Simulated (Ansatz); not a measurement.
**Resistivity from frozen vibrations: Mg(0001) with 2 thermally displaced layers, 2x2**

Wanted: the phonon-limited resistivity of Mg at 80 K by the Landauer route.

Calculated with Ansatz 0.2.0; Ansatz plane-wave DFT, PBE, PAW files; ballistic transport by layer matching (Landauer), zero bias; PAW set soft_1.

### Step 1. The starting structure

The cell holds 48 atoms: 48 Mg. Its edges and angles: a = 6.419 Å, b = 6.419 Å, c = 31.262 Å, α = 90.0°, β = 90.0°, γ = 120.0°. It derives from Mg. Regions: lead, 40 atoms (40 Mg); scattering region, 8 atoms (8 Mg). The structure is stacked along c, and the current runs across the ab planes.

### Step 2. With 2 displaced layers

Each atom of 2 layers is moved at random, by amounts drawn from a normal law 0.0686 Å wide in each direction from the Debye model (400 K) at 80 K. The layers about the cell's end stay perfect and serve as the lead. Disorder leaves little or no symmetry, which makes such runs dear. Energies from -0.05 to 0.05 eV in steps of 0.05 eV are too few for the program's thermal sum, so it prints no conductance; for a metal the transmission near the Fermi level serves, at a fraction of the cost.

input.yaml

```yaml
crystal:
  lattice:
    - [6.41854, 0.0, 0.0]
    - [-3.20927, 5.5586186952, 0.0]
    - [0.0, 0.0, 31.26198]
  atoms:
    - { symbol: Mg, position: [0.1666666667, 0.3333333333, 0.0416666667] }
    - { symbol: Mg, position: [0.1666666667, 0.8333333333, 0.0416666667] }
    - { symbol: Mg, position: [0.6666666667, 0.3333333333, 0.0416666667] }
    - { symbol: Mg, position: [0.6666666667, 0.8333333333, 0.0416666667] }
    - { symbol: Mg, position: [0.3333333333, 0.1666666667, 0.125] }
    - { symbol: Mg, position: [0.3333333333, 0.6666666667, 0.125] }
    - { symbol: Mg, position: [0.8333333333, 0.1666666667, 0.125] }
    - { symbol: Mg, position: [0.8333333333, 0.6666666667, 0.125] }
    - { symbol: Mg, position: [0.1666666667, 0.3333333333, 0.2083333333] }
    - { symbol: Mg, position: [0.1666666667, 0.8333333333, 0.2083333333] }
    - { symbol: Mg, position: [0.6666666667, 0.3333333333, 0.2083333333] }
    - { symbol: Mg, position: [0.6666666667, 0.8333333333, 0.2083333333] }
    - { symbol: Mg, position: [0.3333333333, 0.1666666667, 0.2916666667] }
    - { symbol: Mg, position: [0.3333333333, 0.6666666667, 0.2916666667] }
    - { symbol: Mg, position: [0.8333333333, 0.1666666667, 0.2916666667] }
    - { symbol: Mg, position: [0.8333333333, 0.6666666667, 0.2916666667] }
    - { symbol: Mg, position: [0.1666666667, 0.3333333333, 0.375] }
    - { symbol: Mg, position: [0.1666666667, 0.8333333333, 0.375] }
    - { symbol: Mg, position: [0.6666666667, 0.3333333333, 0.375] }
    - { symbol: Mg, position: [0.6666666667, 0.8333333333, 0.375] }
    - { symbol: Mg, position: [0.3338617685, 0.1650368803, 0.4597381801] }
    - { symbol: Mg, position: [0.3311498143, 0.6600580785, 0.4591265371] }
    - { symbol: Mg, position: [0.8531076465, 0.1783508666, 0.4567896025] }
    - { symbol: Mg, position: [0.8159686128, 0.6589772887, 0.458423987] }
    - { symbol: Mg, position: [0.1404759209, 0.3306340862, 0.538933606] }
    - { symbol: Mg, position: [0.1554856875, 0.8266187746, 0.5409728229] }
    - { symbol: Mg, position: [0.6774953926, 0.3461948892, 0.5413847099] }
    - { symbol: Mg, position: [0.6771629772, 0.825126783, 0.5424377477] }
    - { symbol: Mg, position: [0.3333333333, 0.1666666667, 0.625] }
    - { symbol: Mg, position: [0.3333333333, 0.6666666667, 0.625] }
    - { symbol: Mg, position: [0.8333333333, 0.1666666667, 0.625] }
    - { symbol: Mg, position: [0.8333333333, 0.6666666667, 0.625] }
    - { symbol: Mg, position: [0.1666666667, 0.3333333333, 0.7083333333] }
    - { symbol: Mg, position: [0.1666666667, 0.8333333333, 0.7083333333] }
    - { symbol: Mg, position: [0.6666666667, 0.3333333333, 0.7083333333] }
    - { symbol: Mg, position: [0.6666666667, 0.8333333333, 0.7083333333] }
    - { symbol: Mg, position: [0.3333333333, 0.1666666667, 0.7916666667] }
    - { symbol: Mg, position: [0.3333333333, 0.6666666667, 0.7916666667] }
    - { symbol: Mg, position: [0.8333333333, 0.1666666667, 0.7916666667] }
    - { symbol: Mg, position: [0.8333333333, 0.6666666667, 0.7916666667] }
    - { symbol: Mg, position: [0.1666666667, 0.3333333333, 0.875] }
    - { symbol: Mg, position: [0.1666666667, 0.8333333333, 0.875] }
    - { symbol: Mg, position: [0.6666666667, 0.3333333333, 0.875] }
    - { symbol: Mg, position: [0.6666666667, 0.8333333333, 0.875] }
    - { symbol: Mg, position: [0.3333333333, 0.1666666667, 0.9583333333] }
    - { symbol: Mg, position: [0.3333333333, 0.6666666667, 0.9583333333] }
    - { symbol: Mg, position: [0.8333333333, 0.1666666667, 0.9583333333] }
    - { symbol: Mg, position: [0.8333333333, 0.6666666667, 0.9583333333] }
kpoints:
  mp_grid: { grid: [4, 4, 1] }
hamiltonian:
  xc: pbe
  pseudopotentials: { kind: paw, azcp: { folder: soft_1 } }
scf:
  occupations: { method: fermi_dirac, width: 0.1 }
output:
  transmission: { leads: [[0, 8]], kmesh: [8, 8], e_range: [-0.05, 0.05], de: 0.05 }
  write_potential: true
  write_density: true
  volumetric_format: npy
  elf: true
```

Run with:

```sh
$ ansatz run input.yaml --threads 4 --pin off --max-ram 15360MiB --backend cpu --events-out ev --progress --plain --runs-dir out
```

Numbers of over 12 decimals in the logs are rounded to 6 here.

Log:

```text
Engine: ansatz 0.2.0, aarch64-unknown-linux-gnu
Pseudopotentials: kind: paw
Pseudopotential: Mg, paw, valence charge 10, recommended cutoff 420 eV (normal), soft_1/Mg.paw.azcp
Functional definition: PBE
  parameter kappa = 0.804
  parameter beta = 0.066725
  exchange = pbe_x(kappa = kappa, mu = beta*pi^2/3)
  correlation = pbe_c(beta = beta)
Crystal: 48 atoms, lattice volume = 1115.372 Å³
Basis set: ecut = 420 eV, 21885 PW (Γ)
Bands: 288, of which v1, the nominal top of the filled ones, is band 240 counted from 1 (239 counted from 0)
Symmetry: 1 space group operations
Space group: P1 (ITA 1), of the structure as read, at distance tolerance 1.0e-4 Å
k-points: 10 of 16 (time reversal used)
Non-local potential: Mg, projectors of the file, l = 0: 3, l = 1: 2, l = 2: 1
PAW form: soft (Blöchl's): semilocal exchange-correlation on the pseudo side does not see the compensation charge
PAW one-centre angular grid: Mg, 110 points (default); XC on 64 Gauss nodes
Initial density: superposition of atomic densities (chi_scale 0.1, normalization cell)
Initial wavefunctions: pseudopotential atomic-orbital guess
Functional: x = pbe(κ = 0.804, μ = 0.219515), c = pbe(β = 0.066725)
SCF iter   1: F=—  HF=-92343.574409 eV  |F-HF|=—  |Δ(HF+E_count)|=         —  Δρ=1.32e-2  dr2=2.65e0  ethr=3.10e-3  ⟨swp⟩=10.5  Hψ=13789  notcnv=0  defer=6
preconditioner: auto → Kerker (q_TF=auto, 2.371 Å⁻¹)  [metal: Δε(μ)=0.129 eV  Ē_g=4.830 eV  σ=0.100 eV  W_gap=0.30  n_scr=268 (ndim 8)  ℏωp=10.9 eV  f_vac=0.000  D(μ)=14.09/eV (n_scr^D=68)]
SCF iter   2: F=—  HF=-92343.556346 eV  |F-HF|=—  |Δ(HF+E_count)|=   1.81e-2  Δρ=9.49e-3  dr2=1.40e0  ethr=5.52e-4  ⟨swp⟩=1.1  Hψ=3326  notcnv=0  defer=14
SCF iter   3: F=—  HF=-92343.298715 eV  |F-HF|=—  |Δ(HF+E_count)|=   2.58e-1  Δρ=1.75e-3  dr2=3.69e-2  ethr=2.91e-4  ⟨swp⟩=2.0  Hψ=3109  notcnv=0  defer=14
SCF iter   4: F=—  HF=-92343.295024 eV  |F-HF|=—  |Δ(HF+E_count)|=   3.69e-3  Δρ=1.66e-4  dr2=3.33e-4  ethr=7.69e-6  ⟨swp⟩=1.7  Hψ=3576  notcnv=0  defer=14
SCF iter   5: F=—  HF=-92343.294667 eV  |F-HF|=—  |Δ(HF+E_count)|=   3.57e-4  Δρ=5.96e-5  dr2=5.65e-5  ethr=6.95e-8  ⟨swp⟩=2.0  Hψ=5236  notcnv=0  defer=14
SCF iter   6: F=—  HF=-92343.294750 eV  |F-HF|=—  |Δ(HF+E_count)|=   8.24e-5  Δρ=2.51e-5  dr2=1.19e-5  ethr=1.18e-8  ⟨swp⟩=1.0  Hψ=2807  notcnv=0  defer=14
SCF iter   7: F=—  HF=-92343.294750 eV  |F-HF|=—  |Δ(HF+E_count)|=   2.47e-7  Δρ=3.58e-6  dr2=1.21e-7  ethr=2.48e-9  ⟨swp⟩=2.0  Hψ=3172  notcnv=0  defer=14
SCF iter   8: F=-92343.294750 eV  HF=-92343.294750 eV  |F-HF|=2.52e-9  |Δ(HF+E_count)|=   7.23e-8  Δρ=5.34e-7  dr2=6.18e-9  ethr=2.08e-11  ⟨swp⟩=9.8  Hψ=9204  notcnv=0
SCF 1 converged in 8 iterations: F = -92343.294750 eV  dr2 = 6.18e-9
  greatest PAW one-centre occupation: 1.000 electrons in one spin orbital (limit 2), on the Mg atom at site 24 (counted from 0), in its partial waves of l = 0
transmission: 161 of 1598 steps passed
transmission: 320 of 1598 steps passed
[...]
transmission: 1598 of 1598 steps passed
SCF converged after 8 iterations
Free energy (F): -92343.294750 eV
Harris-Foulkes:  -92343.294750 eV  (|F-HF|=2.52e-9)
Internal energy: -92342.823200 eV  (E = F + TS)
E sigma→0 (E₀):  -92343.058975 eV
Entropy (-TS):   -0.471550 eV (-9.824 meV/atom)
Fermi energy:    5.547994 eV
--- Per-component energies (eV) ---
  E_band       = -17229.544562
  E_kinetic    = 3314.272172
  E_local      = -82534.474594  (includes V_loc(G=0)·N_el)
  E_nonlocal   = 9384.132667
  E_hartree    = 28165.805138
  E_xc         = -1241.980714
  E_vxc        = -1601.865965  (∫ρ·V_xc dr)
  E_paw        = -14466.374197  (= ΣΔE_a)
  E_vpaw       = -2123.214563  (= ΣTr[D̂ρ^β])
  E_aug_tail   = -0.007029  (compensation charges beyond the density's cutoff)
  E_ewald      = -34964.196643
  E_smearing   = -0.471550  (= −TS)
  E_closure    = -0.000000  (closes the sum)
  Σ components = -92343.294750   (vs F -92343.294750, Δ=0.00e0)
--- Band table (eV; the first three rows and the last of 10) ---
  k-point 0: bands = [... 236 lower, 4.4226, 4.4247, 4.4303, 4.4358, 4.4447, 5.0500, 5.0550, 5.0633, ... 44 higher]
  k-point 1: bands = [... 236 lower, 4.9226, 4.9340, 4.9546, 4.9612, 5.5854, 5.6000, 5.6055, 5.6086, ... 44 higher]
  k-point 2: bands = [... 236 lower, 5.7270, 5.7303, 5.7501, 5.7555, 6.4939, 6.5186, 6.7865, 6.8162, ... 44 higher]
  k-point 9: bands = [... 236 lower, 5.7308, 5.7370, 5.7486, 5.7491, 6.4983, 6.5126, 6.7909, 6.8124, ... 44 higher]
--- Transmission ---
  basis      : 313 plane waves across, 47 finite elements along
  points     : 34, standing for a mesh of 8 x 8
  energies   : 3 from -0.050000 to 0.050000 eV about the Fermi level, 0.050000 eV apart; the leads are filled to 0.000000 eV, and channels, transmission and decay are at 0.000000 eV
  crystal 0  : Mg8, at the sites [0, 8], period 5.2103 Å, over 26.05 Å; its Hamiltonian steps by up to 3.4 meV
    offset         : up to 0.0000 Å between an atom of the period and one for which it stands
    channels       : 3.765625e0 a spin
    conductance    : none, the energies end too early or step too widely for 300 K: set another output.transmission.e_range or a lower de, or, where they end at an eighth of basis.ecutwfc, a higher one
  junction   : crystal 0 to crystal 0, 0.70 to 26.75 Å
    transmission   : 3.737050e0 a spin
    conductance    : none, the energies end too early or step too widely for 300 K: set another output.transmission.e_range or a lower de, or, where they end at an eighth of basis.ecutwfc, a higher one
```

Elapsed: 8.7 min, on 4 threads of Arm Neoverse V2, shared host; peak memory 6 GiB.

In the SCF lines HF is the Harris–Foulkes energy and dr2 the Hartree energy of the density residual, in eV; the loop may stop once dr2 is under the threshold and the program's other checks hold. Hψ counts applications of the Hamiltonian.

This step gave:

```yaml
free_energy: -92343.2947 eV
energy_at_zero_smearing: -92343.0590 eV
fermi_energy: 5.548 eV
cell_area: 35.68 Å²
transmission_per_spin_nearest_the_fermi_level: 3.737
open_channels_per_spin_nearest_the_fermi_level: 3.766
step_of_the_lead_s_potential: 3.4 meV
```

Per spin. The transmission, zone mean by energy, zero at the Fermi level:

```
energy (eV)  transmission, zone mean
    -0.0500                     3.74
     0.0000                     3.74
     0.0500                     3.63
```

Per spin. The open channels, zone mean, lead by energy, zero at the Fermi level:

| energy (eV) | open channels, zone mean, lead |
| --- | --- |
| -0.0500 | 3.77 |
| 0.0000 | 3.77 |
| 0.0500 | 3.67 |

Transmission over k1 and k2. At 0.0000 eV from the Fermi level.

Ten even steps from '_' (2.00) to '@' (6.97):
```
----::::--------
::::__::__::::--
--::::@@@@::::--
----__@@@@@@__--
----::::@@@@::::
::--::::__::__::
----------::::--
==--::------::--
```
Columns: k1 (b1) from -0.5 to 0.375; rows upwards: k2 (b2) from -0.5 to 0.375.

Open channels over k1 and k2. At 0.0000 eV from the Fermi level.

Ten even steps from '_' (2.00) to '@' (7.00):
```
====::::========
::::__::__::::==
==::::@@@@::::==
====__@@@@@@__==
====::::@@@@::::
::==::::__::__::
==========::::==
====::======::==
```
Columns: k1 (b1) from -0.5 to 0.375; rows upwards: k2 (b2) from -0.5 to 0.375.

Valence density in the ca plane at fractional y = 0.165, with atoms of Mg within 0.2 Å of it. It is the smooth field of the valence electrons, not physical close to the nuclei.

Ten steps, logarithmic in the rise over the least value, from '0' (0 e/Å³) to '9' (24 e/Å³), each cell a mean:
```
00001100000000000132000000000000110000000000
00157610000000000587300000000002675100000000
00289830000000000699400000000003897200000000
00168610000000000476200000000002786100000000
00013200000000000011000000000000231000000000
00000000000000000000000000000000000000000000
00000000000000000000000000000000000000000000
00000000000000000000000000000000000000000000
00000000000000000000000000000000000000000000
00035300000000000155200000000000453000000000
00279720000000000489500000000003896100000000
00279820000000000599600000000003897200000000
00046400000000000255200000000001563000000000
00000000000000000000000000000000000000000000
00000000000000000000000000000000000000000000
00000000000000000000000000000000000000000000
00000000000000000000000000000000000000000000
```
Columns run along c (16.0 Å, from fractional 0.24 to 0.76 of the cell), rows up along a (6.4 Å). Atoms in or near the plane, at fractional coordinates: Mg at (0.29, 0.33), Mg at (0.29, 0.83), Mg at (0.46, 0.33), Mg at (0.46, 0.85), Mg at (0.62, 0.33), Mg at (0.62, 0.83).

Electrostatic potential energy in the ca plane at fractional y = 0.165, with atoms of Mg within 0.2 Å of it. With pseudopotentials it is smooth inside the atoms' cores, unlike the true potential.

Ten even steps from '0' (-67 eV) to '9' (7 eV), each cell a mean:
```
99987899999999999766899999999999778999999999
99731379999999998301589999999997214899999999
99610069999999998200489999999985001799999999
99730279999999998512699999999996203799999999
99976789999999999877899999999998767999999999
99999999999999999999999999999999999999999999
99999999999889999999999999999999999999998999
99999999999899999999999999999999999999998999
99998899999999999988999999999999889999999999
99864589999999999744799999999998546899999999
99710169999999998400389999999996102799999999
99610069999999998400389999999995001799999999
99853489999999999733699999999997435899999999
99988899999999999988999999999999888999999999
99999999999899999999999999999999999999998999
99999999999889999999999998899999999999998899
99999999999999999999999998899999999999999999
```
Columns run along c (16.0 Å, from fractional 0.24 to 0.76 of the cell; values clipped at the 3rd and 97th percentile), rows up along a (6.4 Å). Atoms in or near the plane, at fractional coordinates: Mg at (0.29, 0.33), Mg at (0.29, 0.83), Mg at (0.46, 0.33), Mg at (0.46, 0.85), Mg at (0.62, 0.33), Mg at (0.62, 0.83).

ELF in the ca plane at fractional y = 0.165, with atoms of Mg within 0.2 Å of it. It is the smooth field of the valence electrons, not physical close to the nuclei.

Ten even steps from '0' (0.06) to '9' (0.70), each cell a mean:
```
75100015776557861011037753357740000157755577
73033302788999840333206888898721333037899988
72131311789999840412306899999612313127999998
72033302789999850233116889998611333037899988
75101004776567762000036766667740110157765677
66532246652113666433466532135664223566421246
67777777630001567777766420014677777776200025
67766677641002566655666520014677666776300026
76310136764235675200147753346763101467532357
74013203788778861022116887777730231047877787
72132311789999850332304899988611323027999998
72131311789999850322304889988612313127999998
73023203788788861133106888887620332047887888
76200025764335674100147754456652000367643467
67655567641002567655677521125666556676310036
67777777630001577777777410014667777775200025
66543356641013676312477510015665334676410146
```
Columns run along c (16.0 Å, from fractional 0.24 to 0.76 of the cell), rows up along a (6.4 Å). Atoms in or near the plane, at fractional coordinates: Mg at (0.29, 0.33), Mg at (0.29, 0.83), Mg at (0.46, 0.33), Mg at (0.46, 0.85), Mg at (0.62, 0.33), Mg at (0.62, 0.83).

Over the solved energies the transmission per spin lies between 3.63 and 3.74, out of 3.73 channels of the lead on average (up to 3.77).

[end of part 1 of 2]

[Logs are printed without paths, hosts, clocks, repeated set-up lines and the standing remarks that a program may print on its own settings, such as how far it seeks lower states.]

[Hosts, paths, dates, database ids (printed as entryN), source tags and the programs' standing remarks are cut or masked in the printed files.]
